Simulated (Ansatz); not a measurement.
# AlRu (Pm-3m): from the cell to its phonons, part 2 of 2

Wanted: phonon frequencies of AlRu (Pm-3m) and what follows from them.

Ansatz 0.2.0; DFT PBEsol, scalar-relativistic, plane waves, PAW.

So far. Step 3 (Tight relaxation): The forces vanish by symmetry and the pressure is 0.000 GPa, within the tolerances set. The cell now holds 13.17 Å³/atom. The relaxed cell has a = 2.975 Å (conventional setting).

## 4. Zone-centre response

The zone centre comes first: it holds the modes that light can see, as far as symmetry allows. No field response is asked, since the mesh shows no gap.

Contents of input.yaml:

```yaml
crystal:
  lattice:
    - [2.9754876968, 0.0, 0.0]
    - [0.0, 2.9754876968, 0.0]
    - [0.0, 0.0, 2.9754876968]
  atoms:
    - { symbol: Al, position: [0.0, 0.0, 0.0] }
    - { symbol: Ru, position: [0.5, 0.5, 0.5] }
kpoints:
  mp_grid: { grid: [12, 12, 12] }
hamiltonian:
  xc: pbesol
scf:
  occupations: { method: methfessel_paxton, width: 0.15 }
output:
  eigenvalues: true
phonons:
  method: dfpt
```

On the command line:

```sh
ansatz run input.yaml --threads 4 --pin off --max-ram 7168MiB --backend cpu --events-out ev --progress --plain --runs-dir out
```

Numbers of over 12 decimals in the logs are rounded to 6 here.

The log of the run:

```text
[...]
Crystal: 2 atoms, lattice volume = 26.344 Å³
Basis set: ecut = 420 eV, 485 PW (Γ), exchange–correlation on 40×40×40 points (8 copies of the dense FFT grid, shifted against one another)
Bands: 14, of which v1, the nominal top of the filled ones, is band 10 counted from 1 (9 counted from 0)
Symmetry: 48 space group operations
k-points: 196 of 1728 (irreducible under 8 space group operations, time reversal used)
[...]
SCF iter   1: F=—  HF=-6342.319107 eV  |F-HF|=—  |Δ(HF+E_count)|=         —  Δρ=9.39e-3  dr2=2.50e-2  ethr=1.77e-3  ⟨swp⟩=5.0  Hψ=13524  notcnv=0
[...]
SCF iter   7: F=-6342.313528 eV  HF=-6342.313528 eV  |F-HF|=9.09e-13  |Δ(HF+E_count)|=  4.64e-11  S|Δr|=    0.00e0  Δρ=1.36e-7  dr2=6.52e-13  ethr=1.00e-12  ⟨swp⟩=5.6  Hψ=11494  notcnv=0
SCF 1 converged in 7 iterations: F = -6342.313528 eV  dr2 = 6.52e-13
[...]
DFPT response loops at Γ: preconditioner auto → Kerker (q_TF=auto, 2.584 Å⁻¹) (partly filled bands, converged f_vac=0.000); β = 1.00, the filter's whole step (`scf.mixing.beta` (0.50) is not read by the response loops under this deck's `scf.mixing.preconditioner`; to damp them name `kerker` or `kerker_dos`, under which they read `scf.mixing.beta`, and type it under 1.00, their step now; both keys bind the ground state too); Broyden in place of MSR1
SCF converged after 7 iterations
[...]
Free energy (F): -6342.313528 eV
[...]
Internal energy: -6342.313855 eV  (E = F + TS)
E sigma→0 (E₀):  -6342.313610 eV
Entropy (-TS):   0.000327 eV (0.163 meV/atom)
Fermi energy:    16.302229 eV
[...]
--- Band table (eV; the first three rows and the last of 196) ---
  k-point 0: bands = [... 6 lower, 12.6287, 16.5003, 16.5003, 16.5003, 22.4511, 22.4511, 22.4511, 27.3581]
  k-point 1: bands = [... 6 lower, 12.6773, 16.3301, 16.3301, 16.5172, 21.8162, 22.7219, 22.7219, 27.0467]
  k-point 2: bands = [... 6 lower, 12.8112, 15.9185, 15.9185, 16.5639, 20.5781, 23.4355, 23.4355, 26.2741]
  k-point 195: bands = [... 6 lower, 11.5857, 17.9735, 17.9735, 19.0027, 20.4461, 20.4461, 20.4461, 25.0270]
--- Phonons (Γ-DFPT): 2 representative perturbations + reference, on 196 of 1728 k-points (Σ response iterations 7) ---
  k mesh reduced under 8 symmetry operations, with k and −k counted as one. Each operation leaves every solved perturbation unchanged. A smaller set is not used because it would not reduce the number of displacements times k-points to solve
  ASR residual: 1.038e-4 → 0.000e0 eV/Å²; symmetrization residual: 4.538e-6 eV/Å²
  ASR residual per site (eV/Å²): 1.04e-4 3.38e-5
  Γ frequencies (cm⁻¹): 0.00 0.00 0.00 321.62 321.62 321.62
  non-analytic LO–TO correction: not included (Born effective charges unavailable; polar crystals: no LO–TO splitting at Γ)
```

It took 12 s on 4 threads of Arm Neoverse N1, shared host; peak memory 0.47 GiB; 27 s of CPU time.

Numbers from this step:

```
sum-rule residual before enforcement                    : 1.04e-4 eV/Å²
point group                                             : m-3m
highest optical mode at the zone centre (no LO-TO term) : 321.6 cm⁻¹
lowest optical zone-centre mode                         : 321.6 cm⁻¹
```

Patterns of degenerate modes are one choice out of their space. Modes at Γ, with each element's share of the kinetic energy:

```
mode  frequency (cm⁻¹)  symmetry  Al %  Ru %
   1               0.0  acoustic    21    79
   2               0.0  acoustic    21    79
   3               0.0  acoustic    21    79
   4             321.6       T1u    79    21
   5             321.6       T1u    79    21
   6             321.6       T1u    79    21
```

Displacements in mode 4 (321.6 cm⁻¹), the largest set to 1:
```
Al1  0.00  0.00  1.00
Ru2  0.00  0.00 -0.27
```

Before it was imposed, the acoustic sum rule was missed by 1.0e-4 eV/Å². Small misses are needed for a sound result but don't prove that mesh and cutoff are converged. The lowest optical mode is real, 322 cm⁻¹.

## 5. Response at finite wavevector

Stability and thermal properties need the whole zone. Linear response on a 4×4×4 q mesh gives force constants as far as a supercell of that size would.

Edit input.yaml of step 4 so:

```diff
@@ -18 +18,8 @@
   method: dfpt
+  qmesh: [4, 4, 4]
+  temperatures: { t_max: 1000, t_step: 50 }
+  qpath:
+    path:
+      - [[0.0, 0.0, 0.0], [0.0, 0.5, 0.0], [0.5, 0.5, 0.0], [0.0, 0.0, 0.0], [0.5, 0.5, 0.5], [0.0, 0.5, 0.0]]
+      - [[0.5, 0.5, 0.5], [0.5, 0.5, 0.0]]
+    npoints: 10
```

The log of the run:

```text
[...]
Crystal: 2 atoms, lattice volume = 26.344 Å³
Basis set: ecut = 420 eV, 485 PW (Γ), exchange–correlation on 40×40×40 points (8 copies of the dense FFT grid, shifted against one another)
Bands: 14, of which v1, the nominal top of the filled ones, is band 10 counted from 1 (9 counted from 0)
Symmetry: 48 space group operations
k-points: 84 of 1728
[...]
SCF iter   1: F=—  HF=-6342.319102 eV  |F-HF|=—  |Δ(HF+E_count)|=         —  Δρ=9.39e-3  dr2=2.50e-2  ethr=1.77e-3  ⟨swp⟩=5.0  Hψ=5867  notcnv=0
[...]
SCF iter   7: F=-6342.313528 eV  HF=-6342.313528 eV  |F-HF|=0.00e0  |Δ(HF+E_count)|=  6.18e-11  S|Δr|=    0.00e0  Δρ=1.50e-7  dr2=7.69e-13  ethr=1.00e-12  ⟨swp⟩=5.7  Hψ=4937  notcnv=0
SCF 1 converged in 7 iterations: F = -6342.313528 eV  dr2 = 7.69e-13
[...]
phonons: the bands overlap, so this run is a metal and interpolates without the dipole-dipole term. If the crystal is really an insulator or semiconductor, its LO-TO splitting is missing
NSCF: frozen V_eff on 84 k-points
[...]
DFPT response loops at q = (0, 0, 0) (fractional): preconditioner auto → Kerker (q_TF=auto, 2.584 Å⁻¹) (partly filled bands, converged f_vac=0.000); β = 1.00, the filter's whole step (`scf.mixing.beta` (0.50) is not read by the response loops under this deck's `scf.mixing.preconditioner`; to damp them name `kerker` or `kerker_dos`, under which they read `scf.mixing.beta`, and type it under 1.00, their step now; both keys bind the ground state too); Broyden in place of MSR1
[...]
SCF converged after 7 iterations
[...]
Free energy (F): -6342.313528 eV
[...]
Internal energy: -6342.313855 eV  (E = F + TS)
E sigma→0 (E₀):  -6342.313610 eV
Entropy (-TS):   0.000327 eV (0.163 meV/atom)
Fermi energy:    16.302229 eV
[...]
--- Band table (eV; the first three rows and the last of 84) ---
  k-point 0: bands = [... 6 lower, 12.6287, 16.5003, 16.5003, 16.5003, 22.4511, 22.4511, 22.4511, 27.3581]
  k-point 1: bands = [... 6 lower, 12.6773, 16.3301, 16.3301, 16.5172, 21.8162, 22.7219, 22.7219, 27.0467]
  k-point 2: bands = [... 6 lower, 12.8112, 15.9185, 15.9185, 16.5639, 20.5781, 23.4355, 23.4355, 26.2741]
  k-point 83: bands = [... 6 lower, 11.5857, 17.9735, 17.9735, 19.0027, 20.4461, 20.4461, 20.4461, 25.0270]
--- Phonons (Γ-DFPT): 2 representative perturbations + reference (Σ response iterations 7) ---
  ASR residual: 1.033e-4 → 0.000e0 eV/Å²; symmetrization residual: 5.110e-6 eV/Å²
  ASR residual per site (eV/Å²): 1.03e-4 5.53e-5
  Γ frequencies (cm⁻¹): 0.00 0.00 0.00 321.62 321.62 321.62
--- Phonons (arbitrary-q DFPT): 10 irreducible q on the 4×4×4 mesh ---
  q = [0.0000, 0.0000, 0.0000] (star 1, of the zone-centre solve; hermiticity 1.26e-6, symmetrization 1.61e-12): -0.00 0.00 0.00 321.62 321.62 321.62
  q = [0.0000, 0.0000, 0.2500] (star 6, 4 solved perturbations in 1848 linear systems a pass and spin channel, the states on 588 of 1728 k-point pairs; hermiticity 3.92e-7, symmetrization 1.19e-13): 111.36 111.36 151.84 311.50 311.50 326.92
[...]
q = [0.0000, 0.2500, -0.5000] (star 12, 6 solved perturbations on 588 of 1728 k-point pairs; hermiticity 3.12e-7, symmetrization 6.45e-9): 145.42 163.58 179.07 290.36 335.17 353.65
[...]
sum rule: each row above includes the acoustic sum rule's correction from the zone centre's row sums; it moved no ω² by more than (1.02 cm⁻¹)²
  mesh force constants: q→R imaginary residual 2.84e-18; ASR residual 1.033e-4 → 0.000e0 eV/Å²; symmetrization residual 8.882e-15 eV/Å²
  interpolated dispersion: 62 rows × 6 modes
  density of states and harmonic sums: on the 24×24×24 q-mesh, interpolated from the force constants of a 4×4×4 supercell (no non-analytic term)
  largest difference from the sums on the solved wave vectors: F 1.17e-2 eV, S 1.57e-5 and C_V 4.02e-6 eV/K
  zero-point energy: 0.089726 eV/cell   skipped modes (ω ≤ 0): 3   left out of the sums: 3.62e-5 of the cell's modes: C_V's classical limit lies that fraction below 3 k_B per atom; for a crystal, a wire or a layer, F and S can be off by more, and a phonons.interpolated_qmesh denser along its periods is the remedy for the sampling
```

The job ended after 4.3 min (4 threads; peak memory 1.3 GiB).

This step gave:

- sum-rule residual before enforcement: 1.03e-4 eV/Å²
- lowest frequency on the path: 0 cm⁻¹
- highest frequency on the path or at a solved wavevector: 362.6 cm⁻¹
- mean frequency: 241.2 cm⁻¹
- Debye temperature (second moment): 479 K
- logarithmic mean frequency: 221.9 cm⁻¹
- lowest mode on the q mesh (acoustic modes at Γ apart): 92.22 cm⁻¹
- zero-point energy per atom: 44.86 meV
- heat capacity at 300 K: 22.08 J/(mol atoms K)
- vibrational entropy at 300 K: 24.90 J/(mol atoms K)
- edges of the widest gap between branches, on path and mesh: 217.1, 283.7 cm⁻¹

Frequencies (cm⁻¹) solved at each irreducible wavevector; negative means imaginary. Frequencies by wavevector, by row:

| q in reciprocal lattice units | star | mode 1 | mode 2 | mode 3 | mode 4 | mode 5 | mode 6 |
| --- | --- | --- | --- | --- | --- | --- | --- |
| 0 0 0 | 1 | 0 | 0 | 0 | 321.6 | 321.6 | 321.6 |
| 0 0 0.25 | 6 | 111.4 | 111.4 | 151.8 | 311.5 | 311.5 | 326.9 |
| 0 0 -0.5 | 3 | 165.8 | 165.8 | 217.1 | 293.6 | 293.6 | 351.1 |
| 0 0.25 0.25 | 12 | 92.2 | 145 | 185.7 | 303.7 | 321.6 | 335.9 |
| 0 0.25 -0.5 | 12 | 145.4 | 163.6 | 179.1 | 290.4 | 335.2 | 353.6 |
| 0 -0.5 -0.5 | 3 | 119.4 | 119.4 | 197.4 | 283.7 | 362.6 | 362.6 |
| 0.25 0.25 0.25 | 8 | 141.7 | 141.7 | 180.5 | 323 | 329.3 | 329.3 |
| 0.25 0.25 -0.5 | 12 | 155 | 157.6 | 184.4 | 318 | 333.7 | 351.8 |
| 0.25 -0.5 -0.5 | 6 | 166.6 | 166.6 | 198.5 | 319 | 355.1 | 355.1 |
| -0.5 -0.5 -0.5 | 1 | 207.7 | 207.7 | 207.7 | 351.8 | 351.8 | 351.8 |

Interpolated from a 4×4×4 q mesh. The phonon branches at the labelled points (cm⁻¹):

| point | branch 1 | branch 2 | branch 3 | branch 4 | branch 5 | branch 6 |
| --- | --- | --- | --- | --- | --- | --- |
| Γ | 0 | 0 | 0 | 322 | 322 | 322 |
| halfway | 111 | 111 | 152 | 312 | 312 | 327 |
| X | 166 | 166 | 217 | 294 | 294 | 351 |
| halfway | 145 | 164 | 179 | 290 | 335 | 354 |
| M | 119 | 119 | 197 | 284 | 363 | 363 |
| halfway | 92 | 145 | 186 | 304 | 322 | 336 |
| Γ | 0 | 0 | 0 | 322 | 322 | 322 |
| halfway | 142 | 142 | 180 | 323 | 329 | 329 |
| R | 208 | 208 | 208 | 352 | 352 | 352 |
| halfway | 155 | 158 | 184 | 318 | 334 | 352 |
| X | 166 | 166 | 217 | 294 | 294 | 351 |
| jump to R | 208 | 208 | 208 | 352 | 352 | 352 |
| halfway | 167 | 167 | 198 | 319 | 355 | 355 |
| M | 119 | 119 | 197 | 284 | 363 | 363 |

The phonon branches as a text plot (rows in cm⁻¹):

```
    355 |      ************                 *********************
    340 |     *     *     ****           ****    ****      *
    325 |*****     *         ************          ****     **
    310 |   ***   *          ***    ****             ***
    295 |      ******    ****                          ***    **
    280 |            ****                                       *
    264 |
    249 |
    234 |
    219 |      ***                                       *
    204 |              *                     ******     * *******
    189 |     *   * *** **   *         *    *    * **  *   *
    174 |    *   ***      *** *      ** ****      ** ****   **
    159 |   *  *****      ***            **        *******
    144 |     *     **   *   * *        *                     *
    128 |    *       ** *     *     *                          **
    113 |   *          ****            *
     98 |  *               *** **    **
     83 |                     *
     68 | **                    *  **
     53 | *                    * *
     38 |*                      ** *
     23 |*                       *
      8 |                         *
         Γ      X      M          Γ            R        X|R     M
```

Tetrahedra on a 24×24×24 mesh, mean over bins of 5 cm-1. Interpolated from a 4×4×4 q mesh. Phonon density of states against wavenumber; read off at these points:

```
wavenumber (cm⁻¹)  phonon density of states (1/cm⁻¹/cell)
                2                                       0
               12                                  3.0e-5
               22                                  2.0e-4
               32                                  5.1e-4
               42                                  8.2e-4
               52                                  0.0014
               62                                 0.00205
               72                                 0.00286
               82                                   0.004
               92                                 0.00547
               98                                 0.00647
              108                                 0.00915
              118                                  0.0146
              128                                  0.0213
              138                                  0.0249
              148                                  0.0299
              158                                  0.0349
              168                                  0.0471
              178                                  0.0445
              182                                  0.0447
              188                                  0.0422
              198                                  0.0186
              208                                 0.00272
              218                                  5.0e-5
              228                                       0
              238                                       0
              248                                       0
              258                                       0
              268                                       0
              272                                       0
              282                                  6.3e-4
              292                                  0.0208
              302                                  0.0342
              312                                  0.0471
              318                                  0.0475
              322                                  0.0395
              332                                  0.0362
              342                                  0.0455
              352                                  0.0770
              362                                 0.00444
```

The partial phonon density of states has structure finer than the step of the table below, so its rows give means over 10 cm⁻¹, whole bins alone (the curve runs from -10 to 383 cm⁻¹). Peaks (cm⁻¹: height): Al 313.8: 0.0450, 350.9: 0.0625; Ru 168.0: 0.0397, 185.3: 0.0432, 350.9: 0.0101.

Phonopy on the run's constants, 19x19x19 mesh, Gaussian sigma 2.8 cm-1. Interpolated from a 4×4×4 q mesh. Partial phonon density of states against wavenumber; means over each step; values in 1/cm⁻¹/cell:

| wavenumber (cm⁻¹) | Al | Ru |
| --- | --- | --- |
| 0 | 7.4e-6 | 3.0e-5 |
| 10 | 3.0e-7 | 3.6e-6 |
| 20 | 4.9e-5 | 1.8e-4 |
| 30 | 8.8e-5 | 3.3e-4 |
| 40 | 1.8e-4 | 6.9e-4 |
| 50 | 2.4e-4 | 9.2e-4 |
| 60 | 4.2e-4 | 0.00162 |
| 70 | 4.8e-4 | 0.00193 |
| 80 | 8.2e-4 | 0.00333 |
| 90 | 9.3e-4 | 0.00383 |
| 100 | 0.00143 | 0.00607 |
| 110 | 0.00194 | 0.00829 |
| 120 | 0.00337 | 0.0139 |
| 130 | 0.00404 | 0.0176 |
| 140 | 0.00438 | 0.0217 |
| 150 | 0.00454 | 0.0266 |
| 160 | 0.00456 | 0.0327 |
| 170 | 0.00380 | 0.0363 |
| 180 | 0.00235 | 0.0388 |
| 190 | 0.00113 | 0.0339 |
| 200 | 3.5e-4 | 0.0138 |
| 210 | 6.6e-5 | 0.00230 |
| 220 | 2.4e-6 | 1.5e-4 |
| 230 | 0 | 0 |
| 240 | 0 | 0 |
| 250 | 0 | 0 |
| 260 | 0 | 0 |
| 270 | 1.0e-6 | 0 |
| 280 | 0.00132 | 3.6e-6 |
| 290 | 0.0151 | 2.5e-4 |
| 300 | 0.0308 | 0.00163 |
| 310 | 0.0412 | 0.00382 |
| 320 | 0.0378 | 0.00507 |
| 330 | 0.0316 | 0.00513 |
| 340 | 0.0371 | 0.00631 |
| 350 | 0.0536 | 0.00898 |
| 360 | 0.0159 | 0.00387 |
| 370 | 3.4e-4 | 1.1e-4 |

Second derivatives of the energy by pair, one row for each kind of neighbour of each atom listed. Each entry sums the pair over the periodic images of the supercell that the q mesh stands for, and in a polar crystal it holds the long-range dipole part too. Force constants by pair, by row:

| atom | neighbour | distance (Å) | third of the trace (eV/Å²) | along the pair's line (eV/Å²) |
| --- | --- | --- | --- | --- |
| Al1 | itself | 0 | 9.626 | – |
| Al1 | Ru | 2.577 | -0.9756 | -3.374 |
| Al1 | Al | 2.975 | -0.2256 | -0.6634 |
| Al1 | Al | 4.208 | 0.0273 | -0.0245 |
| Al1 | Ru | 4.934 | -0.0096 | -0.031 |
| Al1 | Al | 5.154 | -0.085 | -0.2214 |
| Al1 | Al | 5.951 | 0.0343 | 0.0431 |
| Al1 | Ru | 6.485 | -0.0036 | -1.00e-4 |
| Al1 | Al | 6.653 | -0.0085 | 0.0075 |
| Ru2 | itself | 0 | 13.29 | – |
| Ru2 | Al | 2.577 | -0.9756 | -3.374 |
| Ru2 | Ru | 2.975 | -0.6852 | -1.423 |
| Ru2 | Ru | 4.208 | -0.1198 | -0.4161 |
| Ru2 | Al | 4.934 | -0.0096 | -0.031 |
| Ru2 | Ru | 5.154 | 0.0266 | 0.0728 |
| Ru2 | Ru | 5.951 | 0.1068 | 0.2683 |
| Ru2 | Al | 6.485 | -0.0036 | -1.00e-4 |
| Ru2 | Ru | 6.653 | -7.00e-4 | 0.0234 |

Harmonic thermodynamic functions per atom, from the density of states. Interpolated from a 4×4×4 q mesh. Thermodynamic functions, by row:

```csv
T (K),F_vib (meV/atom),S (J/mol-atom/K),C_V (J/mol-atom/K)
0,44.86,0,0
50,44.72,1.148,3.335
100,43,5.85,10.91
200,31.3,16.47,19.22
300,9.66,24.9,22.08
400,-19.67,31.44,23.26
500,-55.07,36.7,23.84
600,-95.43,41.08,24.17
700,-140,44.82,24.37
800,-188.2,48.08,24.5
900,-239.5,50.97,24.59
1000,-293.7,53.57,24.66
```

Harmonic mean-square displacement, third of the trace. Interpolated from a 4×4×4 q mesh. Mean square displacements, by row:

```csv
T (K),Al1 U_eq (Å²),Ru2 U_eq (Å²)
0,0.00226,0.00106
100,0.00261,0.00147
300,0.00481,0.00345
600,0.00891,0.0067
```

Symmetry leaves 10 wavevectors to solve. The lowest mode among them, the acoustic zeros apart, lies at q = (0, 0.25, 0.25) and is real, 92.2 cm⁻¹.

## 6. Outcome

```
space group after relaxation (within 0.01 Å)            : Pm-3m
volume per atom                                         : 13.2 Å³
electronic character                                    : no gap on this mesh
highest optical mode at the zone centre (no LO-TO term) : 322 cm⁻¹
lowest optical zone-centre mode                         : 322 cm⁻¹
lowest mode on the q mesh (acoustic modes at Γ apart)   : 92.2 cm⁻¹
highest frequency on the path or at a solved wavevector : 363 cm⁻¹
zero-point energy per atom                              : 44.9 meV
heat capacity at 300 K                                  : 22.1 J/(mol atoms K)
vibrational entropy at 300 K                            : 24.9 J/(mol atoms K)
Debye temperature (second moment)                       : 479 K
imaginary modes on the 4×4×4 q mesh                     : none
```

What this shows: The structure is a minimum as far as tested: no mode is imaginary at the 10 irreducible wavevectors of the 4×4×4 mesh, and the softest away from the acoustic zeros lies at 92 cm⁻¹. The optical modes at Γ form one degenerate level at 322 cm⁻¹. The highest mode in this list at Γ, 321.6 cm⁻¹, is mostly motion of Al (79 % of the kinetic energy). On the path and the mesh, the widest gap between branches runs from 217 to 284 cm⁻¹. With no gap, or one that is small against the smearing, the frequencies hang on the k mesh and the smearing, most of all near Kohn anomalies. The phonon runs are without spin polarisation, although the cell has an odd electron count. These are harmonic frequencies at zero temperature: anharmonic shifts, linewidths and thermal expansion are left out.

[Logs are printed without paths, hosts, clocks, repeated set-up lines and the standing remarks that a program may print on its own settings, such as how far it seeks lower states.]

[Hosts, paths, dates, database ids (printed as entryN), source tags and the programs' standing remarks are cut or masked in the printed files.]
